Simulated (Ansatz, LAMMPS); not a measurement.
# Squeezing and shearing amorphous Si0.7Ge0.3 (120 atoms): runs compared

Aim: relax amorphous Si0.7Ge0.3 (120 atoms), then change its volume and shape to read moduli from the stress.

Computed with Ansatz 0.2.0: Kohn-Sham DFT, PBE, PAW (set soft_2), plane waves.

### 1. The cell as built

The cell holds 120 atoms: 84 Si and 36 Ge. Cell: a = 13.770 Å, b = 13.770 Å, c = 13.770 Å, α = 90.0°, β = 90.0°, γ = 90.0°. 120 atoms (84 Si, 36 Ge) placed at random at 3.16 g/cm³, melted at 3500 K for 10 ps at fixed volume with the Tersoff potential (Tersoff, Phys. Rev. B 39, 5566 (1989)). Quenched from 3500 K to 700 K at 30 K/ps and fixed volume, held 5 ps, then minimised at fixed cell.

Limits known from the start: The quench rate of 30 K/ps far exceeds what a furnace or splat quench reaches, so expect more defects and frozen-in strain than in a real sample. The starting topology of bonds comes from the classical model, and needn't be the one that DFT or experiment would give. Sampling is at Γ alone.

### 2. The reference run

The reference is a single point at the end of the relaxation.

Every strained cell starts from the geometry of this run, and its atoms are relaxed with the cell held.

Its input, with most atom lines left out:

```yaml
crystal:
  lattice:
    - [13.73849, 0.15984, 0.00081]
    - [0.15984, 13.56353, 0.03655]
    - [0.00081, 0.03655, 13.8033]
  atoms:
    - { symbol: Si, position: [0.82861, 0.3082, 0.24821] }
    - { symbol: Si, position: [0.28517, 0.06436, 0.02591] }
    - { symbol: Si, position: [0.19661, 0.9321, 0.10319] }
    - { symbol: Si, position: [0.25888, 0.72451, 0.8539] }
    - { symbol: Si, position: [0.79138, 0.50276, 0.41954] }
    - { symbol: Si, position: [0.27744, 0.04316, 0.40944] }
    - { symbol: Si, position: [0.86355, 0.03176, 0.0968] }
    [... atom lines 8 to 120 left out ...]
kpoints:
  mp_grid: { grid: [1, 1, 1] }
hamiltonian:
  xc: pbe
scf:
  occupations: { method: gaussian, width: 0.05 }
output:
  forces: true
  stress: true
  populations: true
  dos:
    method: { smearing: { sigma: 0.08 } }
    de: 0.1
    projected: { site_lists: { Ge: [Ge], Si: [Si] } }
  eigenvalues: true
  write_density: true
  write_potential: true
  volumetric_format: npy
  elf: true
```

| Item | Value |
| --- | --- |
| free energy per atom | -1733.3230 eV/atom |
| r.m.s. force component | 0.0046 eV/Å |
| pressure | -0.002081 GPa |

Filled and empty levels are parted by 0.249 eV (at Γ alone); a semilocal functional tends to put such gaps too low. In a disordered cell it changes from sample to sample, and tail or defect levels can set it.

### 3. The runs

Each row is one run, on 8 threads of Intel Xeon Platinum 8259CL at 2.50GHz (Skylake/Cascade Lake), shared host. The free energy is the program's total, comparable only between runs with the same functional, potentials and atoms.

```csv
run,atoms,outcome,"ionic steps, all passes",free energy (eV),time,host memory (GiB)
Single point at the start,120,converged,-,-207994.805,27 s,3.8
Cell and atoms relaxed,120,converged,22,-207998.766,9.6 min,3.9
Single point at the relaxed geometry,120,converged,-,-207998.766,55 s,3.8
Volume -3 %,120,converged,4,-207998.306,2.2 min,3.7
Volume +3 %,120,converged,4,-207998.348,2.2 min,3.9
Volume -6 %,120,converged,5,-207996.850,2.7 min,3.6
Volume +6 %,120,converged,12,-207997.364,6 min,4.0
Volume -10 %,120,converged,33,-207994.118,14 min,3.5
Stretched by 1 % along x,120,converged,3,-207998.684,58 s,3.9
Compressed by 1 % along x,120,converged,3,-207998.680,53 s,3.8
Sheared by 2 % in xy,120,converged,3,-207998.658,53 s,3.8
```

In some runs the program notes that the SCF threshold is loose for the stress.

### 4. Pressure against volume

Atoms are relaxed at each volume, in the scaled cell.

```csv
volume change (%),volume (Å³/atom),energy change (meV/atom),pressure (GPa),largest move on relaxing (Å),bonds
-10,19.288,38.73,6.00,1.48,257
-6,20.146,15.96,4.12,0.17,250
-3,20.788,3.83,1.95,0.07,250
+0,21.431,0.00,0.00,-,249
+3,22.074,3.48,-1.69,0.06,248
+6,22.717,11.68,-2.80,1.04,246
```

### 5. Uniaxial strain and shear

Stress (GPa, compression positive) less that of the relaxed cell, atoms relaxed:

```csv
strain,xx,yy,zz,xy,energy change (meV/atom)
stretched by 1 % along x,-1.030,-0.352,-0.382,0.012,0.68
compressed by 1 % along x,1.090,0.380,0.393,-0.017,0.71
sheared by 2 % in xy,0.027,0.045,0.009,-0.666,0.90
```

### 6. What came out

The bulk modulus, from the slope of pressure against ln V over the three points nearest the relaxed volume, is 60.6 GPa; between neighbouring points the slope runs 43, 69, 64, 57 and 38 GPa from the smallest volume up, without a steady fall, so no pressure derivative is given, and the cell yields more easily when compressed beyond -6 %. The count of bonds runs from 246 to 257 over the series, so at some points contacts cross the cutoffs. At -10 % and +6 % some atom moved by over 0.5 Å on relaxing, so those points may sit in another local minimum. In the Cartesian axes of the cell, finite differences give C11 = 106, C12 = 36.6, C13 = 38.8 and C66 = 33.3 GPa (the shear of 2 % is the engineering strain, εxy = 0.01). The mean of C11, C12 and C13, which equals the bulk modulus in a cubic or isotropic solid, is 60.5 GPa: it agrees with the bulk modulus within 10 %. For an isotropic solid C66 would equal (C11 − C12)/2 = 34.7 GPa; so small a sample needn't be isotropic, and C66 rests on one shear. With the bulk modulus and C66 as K and G, Young's modulus would be about 84 GPa and Poisson's ratio 0.27.

**Limits.** Strains are finite and relaxations stop at the force tolerance of the input, which can leave moduli too stiff; they are those of a static cell at zero temperature. Volumes are changed with the cell's shape held, so in an anisotropic solid the modulus lies over the one under free hydrostatic load. The program notes that the SCF threshold of the relaxations is loose for the stress.

The DFT runs together took 41 min of wall time.

[Logs are printed without paths, hosts, clocks, repeated set-up lines and the standing remarks that a program may print on its own settings, such as how far it seeks lower states.]

[Hosts, paths, dates, database ids (printed as entryN), source tags and the programs' standing remarks are cut or masked in the printed files.]
